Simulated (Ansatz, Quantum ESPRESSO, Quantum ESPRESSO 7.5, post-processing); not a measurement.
**1T-IrSeTe, 1 layer: response to a perpendicular field**

Aim: how 1T-IrSeTe, 1 layer screens a field along its normal, and what the field does to its bands.

Main program and level: Quantum ESPRESSO 7.5; plane-wave DFT, LDA, GBRV ultrasoft pseudopotentials (geometry and cross-check by Ansatz 0.2.0 with PAW datasets; geometry under PBE).

This is a report of a sequence of runs, with most program output left out.

## 1. The structure

The cell holds 3 atoms: 1 Te, 1 Ir and 1 Se. Cell: a = 3.685 Å, b = 3.685 Å, c = 19.903 Å, α = 90.0°, β = 90.0°, γ = 120.0°. It derives from IrSeTe. Vacuum lies along c.

This sheet is a model structure: its symmetry is held, and its stability is not tested here.

## 2. Relaxation with Ansatz

The geometry comes first, from a plane-wave PAW code, so that the later runs on this slab share one structure.

Contents of input.yaml:

```yaml
crystal:
  lattice:
    - [3.685307, 0.0, 0.0]
    - [-1.8426535, 3.1915694827, 0.0]
    - [0.0, 0.0, 19.9028290188]
  atoms:
    - { symbol: Te, position: [0.6666666667, 0.3333333333, 0.4270749647] }
    - { symbol: Ir, position: [0.0, 0.0, 0.5080350314] }
    - { symbol: Se, position: [0.3333333333, 0.6666666667, 0.5729250353] }
kpoints:
  mp_grid: { grid: [12, 12, 1] }
hamiltonian:
  xc: pbe
scf:
  occupations: { method: fermi_dirac, width: 0.05 }
  convergence: { dr2_threshold: 1.0e-08 }
efield:
  axis: 3
  dipole_correction: true
  ramp_position: 0.97
  ramp_width: 0.04
relax:
  f_tol: 0.01
  cell: { fix: [c, alpha, beta] }
output:
  write_potential: true
  write_density: true
  volumetric_format: npy
```

Started as:

```bash
$ ansatz run input.yaml --threads 4 --pin off --max-ram 8192MiB --backend cpu --events-out ev --progress --plain --runs-dir out
```

Elapsed: 20 s, on 4 threads of Arm Neoverse V1, shared host; peak memory 0.63 GiB; 74 s of CPU time.

Relaxation path:

```tsv
step	energy less that of the first step (eV)	largest force component (eV/Å)	pressure (GPa)	volume (Å³)
1	0.0000	0.3992	0.70	234.10
2	-0.0308	0.3743	-0.42	245.82
3	-0.0413	0.1840	0.18	247.42
4	-0.0432	0.1021	0.09	248.05
5	-0.0440	0.0041	0.01	249.47
6*	-0.0447	0.0040	0.01	249.47
```

Relaxation steps marked * repeat the geometry before them on a plane-wave basis chosen anew for their cell, so energy and pressure can jump there.

```tsv
cell as run	before	after	change
a (Å)	3.685	3.804	+3.2 %
b (Å)	3.685	3.804	+3.2 %
```

The atoms that moved most (Å, along periodic axes as changes of fractional coordinates times the final cell, across vacuum about the mean position):

```tsv
atom	dx	dy	dz	length
Se3	0.000	0.000	-0.090	0.090
Te1	0.000	0.000	0.075	0.075
Ir2	0.000	0.000	0.015	0.015
```

Final coordinates:

```
Te Ir Se
1.0
     3.80442    0.00000    0.00000
    -1.90221    3.29472    0.00000
     0.00000    0.00000   19.90283
Te Ir Se
1 1 1
Direct
  0.66667 0.33333 0.43084
  0.00000 0.00000 0.50881
  0.33333 0.66667 0.56838
```

Read from the output:

| Property | Result |
| --- | --- |
| free energy | -24384.8118 eV |
| energy at zero smearing | -24384.7988 eV |
| smearing term TS | 0.02610 eV |
| Fermi energy | -0.1211 eV |
| symmetry operations | 6 |
| work function of the upper face | 5.013 eV |
| work function of the lower face | 4.824 eV |
| dipole along the normal | -0.01310 e·Å |

## 3. Ground state: no field

The zero-field run is the reference. tefield and dipfield are on already, so that all runs share k-points and boundary.

Level of this step: plane-wave DFT, LDA, GBRV ultrasoft pseudopotentials (Quantum ESPRESSO 7.5).

Contents of f0.in:

```
&control
  prefix = 'f0'
  outdir = './out'
  pseudo_dir = './pseudo'
  calculation = 'scf'
  tprnfor = .true.
  tefield = .true.
  dipfield = .true.
/
&system
  ibrav = 0
  nat = 3
  ntyp = 3
  ecutwfc = 40
  ecutrho = 200
  occupations = 'smearing'
  smearing = 'fd'
  degauss = 0.004
  edir = 3
  emaxpos = 0.97
  eopreg = 0.04
  eamp = 0.0
/
&electrons
  conv_thr = 1e-09
  mixing_beta = 0.4
  electron_maxstep = 120
  mixing_mode = 'plain'
/
ATOMIC_SPECIES
  Te  127.6000  te_lda_v1.uspp.F.UPF
  Ir  192.2170  ir_lda_v1.2.uspp.F.UPF
  Se  78.9710  se_lda_v1.uspp.F.UPF
CELL_PARAMETERS angstrom
  3.80441833509578 0.00000000000000 -0.00000000000000
  -1.90220916754789 3.29472292481624 -0.00000000000000
  -0.00000000000000 -0.00000000000000 19.90282901880000
ATOMIC_POSITIONS crystal
  Te  0.666666666667 0.333333333333 0.430840597816
  Ir  -0.000000000000 0.000000000000 0.508811548981
  Se  0.333333333333 0.666666666667 0.568382884603
K_POINTS automatic
  12 12 1 0 0 0
```

Started as:

```bash
$ OMP_NUM_THREADS=1 mpirun -n 4 pw.x -nk 4 -in f0.in > f0.out
```

Elapsed: 63 s, on 4 MPI ranks; peak memory 0.74 GiB.

Numbers from this step:

* free energy: -3423.4368 eV
* energy at zero smearing: -3423.4213 eV
* Fermi energy: -1.042 eV
* dipole along the normal: -0.01201 e·Å

The program's own clock; routines nest. Time by routine:

```tsv
routine	wall time (s)	calls
PWSCF	62.84	1
electrons	59.92	1
c_bands	48.03	13
cegterg	42.05	247
h_psi	34.55	1201
fftw	32.6	29074
vloc_psi	30.16	1201
sum_band	9.23	13
calbec	3.02	1524
newd	2.31	14
add_vuspsi	2.19	1201
s_psi	2.12	1201
init_run	2.11	1
h_psi:calbec	2.1	1201
```

The run needed 13 iterations to bring the estimated error under 1e-09 Ry; the largest force on any atom, held or free, is 0.68 eV/Å.

## 4. Electrostatic potential

The vacuum level is read from the electrostatic potential (plot_num = 11), averaged over planes.

Contents of f0.pot.in:

```
&inputpp
  prefix = 'f0'
  outdir = './out'
  filplot = 'f0.pot.dat'
  plot_num = 11
/
```

Started as:

```bash
$ OMP_NUM_THREADS=1 mpirun -n 4 pp.x -in f0.pot.in > f0.pot.out
```

Wall time 1.2 s (4 MPI ranks); peak memory 0.12 GiB.

This step gave:

```
work function of the upper face                                       : 5.262 eV
slope of the potential above                                          : 2.78e-5 eV/Å
upper vacuum line continued to the top atoms, over the Fermi level    : 5.261 eV
work function of the lower face                                       : 5.088 eV
slope of the potential below                                          : -6.02e-5 eV/Å
lower vacuum line continued to the bottom atoms, over the Fermi level : 5.088 eV
```

The vacuum is flat to 0.1 meV/Å, so its level is well defined. Inside the slab the curve depends on the local part of the pseudopotentials; only the vacuum level has a meaning of its own.

## 5. Bands along a path: no field

The density is frozen and the levels are solved along a path.

f0.bands.in, as its differences from the input of step 3:

```diff
@@ -1,7 +1,6 @@
 &control
-  prefix = 'f0'
+  prefix = 'f0.bands'
   outdir = './out'
   pseudo_dir = './pseudo'
-  calculation = 'scf'
-  tprnfor = .true.
+  calculation = 'bands'
   tefield = .true.
@@ -22,8 +21,9 @@
   eamp = 0.0
+  nbnd = 19
 /
 &electrons
-  conv_thr = 1e-09
+  conv_thr = 1e-07
   mixing_beta = 0.4
   electron_maxstep = 120
-  mixing_mode = 'plain'
+  mixing_mode = 'local-TF'
 /
@@ -41,3 +41,7 @@
   Se  0.333333333333 0.666666666667 0.568382884603
-K_POINTS automatic
-  12 12 1 0 0 0
+K_POINTS crystal_b
+4
+  0.0000000000 0.0000000000 0.0000000000 14
+  0.5000000000 0.0000000000 0.0000000000 14
+  0.3333333333 0.3333333333 0.0000000000 14
+  0.0000000000 0.0000000000 0.0000000000 1
```

Started as:

```bash
$ cp -r out/f0.save out/f0.bands.save
$ cp out/f0.xml out/f0.bands.xml
$ OMP_NUM_THREADS=1 mpirun -n 4 pw.x -nk 4 -in f0.bands.in > f0.bands.out
```

Elapsed: 39 s, on 4 MPI ranks; peak memory 0.36 GiB.

Band numbers count within the set of bands kept for display. The electronic bands at the labelled points (eV, zero at the Fermi level; # counts the bands kept):

```tsv
point	#6	#7	#8	#9	#10	#11	#12	#13
Γ	-1.52	-0.38	0.06	0.06	3.25	3.25	3.78	4.76
halfway	-1.82	-0.76	-0.12	0.01	1.48	2.71	4.84	5.20
M	-2.02	-1.37	-1.35	-1.29	2.50	2.83	4.01	5.26
halfway	-2.31	-1.51	-1.13	-0.45	1.66	2.58	4.70	6.50
K	-2.87	-1.62	-0.78	-0.32	1.18	2.47	5.10	6.94
halfway	-1.69	-0.97	-0.46	0.21	1.69	1.99	5.45	5.71
Γ	-1.52	-0.38	0.06	0.06	3.25	3.25	3.78	4.76
```

## 6. Self-consistent run: field 0.1 V/Å

eamp is the field in Hartree atomic units (1 a.u. = 51.42 V/Å). With dipfield on, it is the field in the vacuum beside an isolated sheet. The run starts from the density of the one before.

f1.in, as its differences from the input of step 3:

```diff
@@ -1,3 +1,3 @@
 &control
-  prefix = 'f0'
+  prefix = 'f1'
   outdir = './out'
@@ -21,3 +21,3 @@
   eopreg = 0.04
-  eamp = 0.0
+  eamp = 0.00194469
 /
@@ -28,2 +28,3 @@
   mixing_mode = 'plain'
+  startingpot = 'file'
 /
```

Started as:

```bash
$ cp -r out/f0.save out/f1.save
$ OMP_NUM_THREADS=1 mpirun -n 4 pw.x -nk 4 -in f1.in > f1.out
```

Elapsed: 56 s, on 4 MPI ranks; peak memory 0.81 GiB.

This step gave:

```
free energy             : -3423.4374 eV
energy at zero smearing : -3423.4220 eV
Fermi energy            : -1.037 eV
dipole along the normal : 0.02407 e·Å
```

The dipole goes from -0.0120 to 0.0241 e Å, 0.3608 e Å per V/Å.

## 7. Electrostatic potential

Contents of f1.pot.in:

```
&inputpp
  prefix = 'f1'
  outdir = './out'
  filplot = 'f1.pot.dat'
  plot_num = 11
/
```

Started as:

```bash
$ OMP_NUM_THREADS=1 mpirun -n 4 pp.x -in f1.pot.in > f1.pot.out
```

Wall time 1.2 s (4 MPI ranks); peak memory 0.12 GiB.

This step gave:

- slope of the potential above: 0.1000 eV/Å
- upper vacuum line continued to the top atoms, over the Fermi level: 5.151 eV
- slope of the potential below: 0.09992 eV/Å
- lower vacuum line continued to the bottom atoms, over the Fermi level: 5.224 eV

The slope in the vacuum is 0.100 eV/Å for an applied 0.10 V/Å, as it should be.

## 8. Self-consistent run: field 0.2 V/Å

f2.in, as its differences from the input of step 6:

```diff
@@ -1,3 +1,3 @@
 &control
-  prefix = 'f1'
+  prefix = 'f2'
   outdir = './out'
@@ -21,3 +21,3 @@
   eopreg = 0.04
-  eamp = 0.00194469
+  eamp = 0.00388938
 /
```

Started as:

```bash
$ cp -r out/f0.save out/f2.save
$ OMP_NUM_THREADS=1 mpirun -n 4 pw.x -nk 4 -in f2.in > f2.out
```

The job ended after 63 s (4 MPI ranks; peak memory 0.65 GiB; 4.2 min of CPU time).

This step gave:

* free energy: -3423.4416 eV
* energy at zero smearing: -3423.4262 eV
* Fermi energy: -1.033 eV
* dipole along the normal: 0.06019 e·Å

The dipole goes from -0.0120 to 0.0602 e Å, 0.3610 e Å per V/Å.

## 9. Potential by pp.x

Contents of f2.pot.in:

```
&inputpp
  prefix = 'f2'
  outdir = './out'
  filplot = 'f2.pot.dat'
  plot_num = 11
/
```

Started as:

```bash
$ OMP_NUM_THREADS=1 mpirun -n 4 pp.x -in f2.pot.in > f2.pot.out
```

The job ended after 1.2 s (4 MPI ranks; peak memory 0.12 GiB; 4.6 s of CPU time).

Read from the output:

| Quantity | Value |
| --- | --- |
| slope of the potential above | 0.2000 eV/Å |
| upper vacuum line continued to the top atoms, over the Fermi level | 5.042 eV |
| slope of the potential below | 0.1999 eV/Å |
| lower vacuum line continued to the bottom atoms, over the Fermi level | 5.363 eV |

The slope in the vacuum is 0.200 eV/Å for an applied 0.20 V/Å, as it should be.

## 10. Band structure: field 0.2 V/Å

f2.bands.in, as its differences from the input of step 5:

```diff
@@ -1,3 +1,3 @@
 &control
-  prefix = 'f0.bands'
+  prefix = 'f2.bands'
   outdir = './out'
@@ -20,3 +20,3 @@
   eopreg = 0.04
-  eamp = 0.0
+  eamp = 0.00388938
   nbnd = 19
```

Started as:

```bash
$ cp -r out/f2.save out/f2.bands.save
$ cp out/f2.xml out/f2.bands.xml
$ OMP_NUM_THREADS=1 mpirun -n 4 pw.x -nk 4 -in f2.bands.in > f2.bands.out
```

Elapsed: 39 s, on 4 MPI ranks; peak memory 0.36 GiB.

Band numbers count within the set of bands kept for display. Electronic bands along the path, in eV, zero at the Fermi level; # counts the bands kept:

```tsv
point	#6	#7	#8	#9	#10	#11	#12	#13
Γ	-1.55	-0.36	0.06	0.06	3.25	3.25	3.60	4.35
halfway	-1.83	-0.78	-0.12	0.01	1.48	2.70	4.69	4.95
M	-2.02	-1.38	-1.35	-1.28	2.48	2.82	3.99	5.25
halfway	-2.32	-1.51	-1.14	-0.45	1.65	2.57	4.67	6.47
K	-2.87	-1.62	-0.79	-0.32	1.17	2.47	5.06	6.86
halfway	-1.69	-0.98	-0.47	0.21	1.68	1.98	5.02	5.86
Γ	-1.55	-0.36	0.06	0.06	3.25	3.25	3.60	4.35
```

Upper empty bands that drop with the field can be states of the vacuum, held by the sawtooth; they depend on the cell's width.

## 11. Self-consistent run: field 0.3 V/Å

f3.in, as its differences from the input of step 8:

```diff
@@ -1,3 +1,3 @@
 &control
-  prefix = 'f2'
+  prefix = 'f3'
   outdir = './out'
@@ -21,3 +21,3 @@
   eopreg = 0.04
-  eamp = 0.00388938
+  eamp = 0.00583407
 /
```

Started as:

```bash
$ cp -r out/f0.save out/f3.save
$ OMP_NUM_THREADS=1 mpirun -n 4 pw.x -nk 4 -in f3.in > f3.out
```

Wall time 67 s (4 MPI ranks); peak memory 0.76 GiB.

Read from the output:

* free energy: -3423.4495 eV
* energy at zero smearing: -3423.4341 eV
* Fermi energy: -1.030 eV
* dipole along the normal: 0.09639 e·Å

The dipole goes from -0.0120 to 0.0964 e Å, 0.3614 e Å per V/Å.

## 12. Potential by pp.x

Contents of f3.pot.in:

```
&inputpp
  prefix = 'f3'
  outdir = './out'
  filplot = 'f3.pot.dat'
  plot_num = 11
/
```

Started as:

```bash
$ OMP_NUM_THREADS=1 mpirun -n 4 pp.x -in f3.pot.in > f3.pot.out
```

Wall time 1.2 s (4 MPI ranks); peak memory 0.12 GiB; 4.5 s of CPU time.

Numbers from this step:

| Item | Value |
| --- | --- |
| slope of the potential above | 0.3000 eV/Å |
| upper vacuum line continued to the top atoms, over the Fermi level | 4.935 eV |
| slope of the potential below | 0.2999 eV/Å |
| lower vacuum line continued to the bottom atoms, over the Fermi level | 5.505 eV |

The slope in the vacuum is 0.300 eV/Å for an applied 0.30 V/Å, as it should be.

Each curve counts from the Fermi level of its own run.

The potential energy (potential at 0 V/Å) oscillates, so the rows of the table below give means over windows of 2.43 Å about each position, cut where the curve ends. Its maxima inside the range that stand out by 2 % of the span (Å: eV): 8.5: 19.0, 10.7: -9.79. Its minima: 7.6: 1.47, 10.2: -12.3, 11.3: -12.2.

The runs together. Potential energy against z; means over each step:

```tsv
z (Å)	potential at 0 V/Å (eV)	potential at 0.1 V/Å (eV)	potential at 0.2 V/Å (eV)	potential at 0.3 V/Å (eV)
1.22	5.09	4.51	3.93	3.35
3.65	5.09	4.73	4.38	4.03
6.08	4.83	4.71	4.59	4.47
8.51	6.83	6.83	6.82	6.81
10.94	-9.18	-9.18	-9.18	-9.17
13.37	4.79	4.90	5.01	5.11
15.80	5.26	5.60	5.94	6.28
18.23	5.26	5.83	6.41	6.98
```

## 13. Band structure: field 0.3 V/Å

f3.bands.in, as its differences from the input of step 10:

```diff
@@ -1,3 +1,3 @@
 &control
-  prefix = 'f2.bands'
+  prefix = 'f3.bands'
   outdir = './out'
@@ -20,3 +20,3 @@
   eopreg = 0.04
-  eamp = 0.00388938
+  eamp = 0.00583407
   nbnd = 19
```

Started as:

```bash
$ cp -r out/f3.save out/f3.bands.save
$ cp out/f3.xml out/f3.bands.xml
$ OMP_NUM_THREADS=1 mpirun -n 4 pw.x -nk 4 -in f3.bands.in > f3.bands.out
```

The job ended after 40 s (4 MPI ranks; peak memory 0.36 GiB; 2.6 min of CPU time).

Band numbers count within the set of bands kept for display. The electronic bands at the labelled points (eV, zero at the Fermi level; # counts the bands kept):

```tsv
point	#6	#7	#8	#9	#10	#11	#12	#13
Γ	-1.56	-0.35	0.06	0.06	3.24	3.24	3.43	4.07
halfway	-1.83	-0.78	-0.12	0.01	1.48	2.70	4.43	4.92
M	-2.03	-1.38	-1.35	-1.28	2.47	2.82	3.97	5.24
halfway	-2.33	-1.51	-1.14	-0.44	1.65	2.57	4.66	6.44
K	-2.88	-1.62	-0.80	-0.32	1.16	2.47	5.04	6.81
halfway	-1.70	-0.99	-0.47	0.22	1.68	1.98	4.73	5.58
Γ	-1.56	-0.35	0.06	0.06	3.24	3.24	3.43	4.07
```

Upper empty bands that drop with the field can be states of the vacuum, held by the sawtooth; they depend on the cell's width.

## 14. Density by pp.x

The density shows how far the electrons spill into the vacuum.

Contents of f0.rho.in:

```
&inputpp
  prefix = 'f0'
  outdir = './out'
  filplot = 'f0.rho.dat'
  plot_num = 0
/
```

Started as:

```bash
$ OMP_NUM_THREADS=1 mpirun -n 4 pp.x -in f0.rho.in > f0.rho.out
```

Run time: 1.2 s. Hardware: 4 MPI ranks; peak memory 0.12 GiB; 4.5 s of CPU time.

Numbers from this step:

```
electrons by integration : 27.00 e
```

Mean over planes. Table of valence density, planar mean by z:

z (Å), valence density, planar mean (e/Å³) and a bar:
```
      4.5       0.00 
      5.0       0.00 
      5.5       0.00 
      6.0       0.00 
      6.5       0.01 
      7.0       0.03 #
      7.5       0.10 ###
      8.0       0.20 ######
      8.5       0.23 #######
      9.0       0.30 #########
      9.5       0.56 ##################
     10.0       0.93 #############################
     10.5       0.95 ##############################
     11.0       0.43 #############
     11.5       0.29 #########
     12.0       0.19 ######
     12.5       0.06 ##
     13.0       0.01 
     13.5       0.00 
     14.0       0.00 
     14.5       0.00 
     15.0       0.00
```

Valence density in the ca plane at fractional y = 0.000, with atoms of Ir within 0.2 Å of it. It is the smooth field of the valence electrons, not physical close to the nuclei.

Values in units of 1e0 e/Å³, 6 rows by 16 columns, each cell a mean:
```
0.0 0.0 0.0 0.0 0.0 0.1 0.6 4.1 1.6 0.1 0.0 0.0 0.0 0.0 0.0 0.0
0.0 0.0 0.0 0.0 0.0 0.1 0.3 0.7 0.4 0.1 0.0 0.0 0.0 0.0 0.0 0.0
0.0 0.0 0.0 0.0 0.0 0.2 0.3 0.2 0.3 0.2 0.0 0.0 0.0 0.0 0.0 0.0
0.0 0.0 0.0 0.0 0.0 0.2 0.3 0.3 0.3 0.1 0.0 0.0 0.0 0.0 0.0 0.0
0.0 0.0 0.0 0.0 0.0 0.1 0.4 1.6 0.6 0.1 0.0 0.0 0.0 0.0 0.0 0.0
0.0 0.0 0.0 0.0 0.0 0.1 0.8 2.5 2.2 0.1 0.0 0.0 0.0 0.0 0.0 0.0
```
Columns run along c (16.0 Å, from fractional 0.14 to 0.94 of the cell), rows up along a (3.8 Å). Atoms in or near the plane, at fractional coordinates: Ir at (0.51, 0.00).

The density integrates to 27.000 electrons, as the 27 of the input ask.

## 15. Density by pp.x

Contents of f2.rho.in:

```
&inputpp
  prefix = 'f2'
  outdir = './out'
  filplot = 'f2.rho.dat'
  plot_num = 0
/
```

Started as:

```bash
$ OMP_NUM_THREADS=1 mpirun -n 4 pp.x -in f2.rho.in > f2.rho.out
```

Elapsed: 1.2 s, on 4 MPI ranks; peak memory 0.12 GiB; 4.5 s of CPU time.

## 16. Charge moved by a field of 0.2 V/Å

This step gave:

```
largest charge moved across a plane : 0.001132 e/Å²
dipole step                         : -1.042 eV
```

Planar mean against z:

z (Å), planar mean (e/Å³) and a bar from the least value:
```
      2.0    0.00000 ################
      2.5    0.00000 ################
      3.0    0.00000 ################
      3.5    0.00000 ################
      4.0    0.00000 ################
      4.5    0.00001 #################
      5.0    0.00003 #################
      5.5    0.00007 ##################
      6.0    0.00016 ####################
      6.5    0.00034 ########################
      7.0    0.00056 ##############################
      7.5    0.00058 ##############################
      8.0    0.00022 #####################
      8.5    0.00020 #####################
      9.0    0.00012 ###################
      9.5   -0.00009 ##############
     10.0   -0.00002 ################
     10.5   -0.00002 ################
     11.0   -0.00008 ##############
     11.5   -0.00014 #############
     12.0   -0.00059 ##
     12.5   -0.00068 
     13.0   -0.00038 #######
     13.5   -0.00016 #############
     14.0   -0.00006 ###############
     14.5   -0.00002 ################
     15.0   -0.00001 ################
     15.5    0.00000 ################
     16.0    0.00000 ################
     16.5    0.00000 ################
     17.0    0.00000 ################
```

[end of part 1 of 2]

[Logs are printed without paths, hosts, clocks, repeated set-up lines and the standing remarks that a program may print on its own settings, such as how far it seeks lower states.]

[Hosts, paths, dates, database ids (printed as entryN), source tags and the programs' standing remarks are cut or masked in the printed files.]

[Maps of the electrostatic potential energy from Ansatz leave out the sawtooth potential of an applied field or a dipole correction, so their vacuum need not be flat; planar profiles and work functions include it.]
